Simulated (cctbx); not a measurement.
# Lattice, Laue class and space group of a new crystal

Cell: a = 4.0690 Å, b = 4.0690 Å, c = 40.5960 Å, α = 90.00°, β = 90.00°, γ = 120.00°. Expected content of the cell: Sb3 Sn3 Ag6 Se12.

The data are simulated with cctbx, not measured: synchrotron X-rays, λ = 0.4959 Å, to d = 0.77 Å, 95 % of the full sphere, strongest reflection 40000 counts, noise from counting, a 2 % proportional error and a noise floor of 15 counts (s.d.); no absorption.

A first pass over the reflections prints:

```text
5050 reflections to d = 0.770 A
centring   violations  <I/sigma> of those
    A        581 of  2534      5.0
    B        582 of  2530      5.0
    C        563 of  2472      5.1
    I        584 of  2531      5.0
    R          1 of  3375      0.0
    F        863 of  3768      5.0
Laue class    unique    Rint  (classes that these axes allow; Friedel mates merged)
R -3 :H           307   0.026
R -3 m :H         218   0.026
space group    extra absences  I>4sigma  <I/sigma>
R 3 2 :H                0          0         -  acentric
R 3 m :H                0          0         -  acentric
R -3 m :H               0          0         -  centric
Wilson B = 1.49 A^2   <|E^2-1|> = 1.010 (0.968 centric, 0.736 acentric)   E^2>4: 3.3 %
shell (A)         n   <I/sigma>
13.53 - 1.54     38     35.4
 1.54 - 1.22     28     43.1
 1.22 - 1.07     27     35.7
 1.07 - 0.97     25     33.9
 0.97 - 0.90     26     50.6
 0.90 - 0.85     26     31.1
 0.85 - 0.81     24     32.8
 0.81 - 0.77     24     36.9
```

**Question.** What are the lattice type, the Laue class and the likely space group?

The reflections that R centring forbids are absent (⟨I/σ⟩ near 0), so the lattice is R.

Rint stays low (0.026) up to R -3 m :H, the highest class in these axes.

3 settings pass the absence test. No glide or screw absences show, which leaves R 3 2, R 3 m and R -3 m.

⟨|E²−1|⟩ = 1.010 leans to a centrosymmetric structure. Here that hint misleads: the statistic assumes many like atoms on general positions, and few, heavy or special-position atoms break it. The Wilson B of 1.49 Å² means U ≈ 0.0189 Å².

The true group is R3m (no. 160), Laue class -3m, non-centrosymmetric. The tables only narrow the choice to the tied entries; cell content, site symmetry and trial solutions must settle it.

The model is made up (kin elements in a known structure type, no relaxation), so it says nothing on whether the phase exists.

[Logs are printed without paths, hosts, clocks, repeated set-up lines and the standing remarks that a program may print on its own settings, such as how far it seeks lower states.]
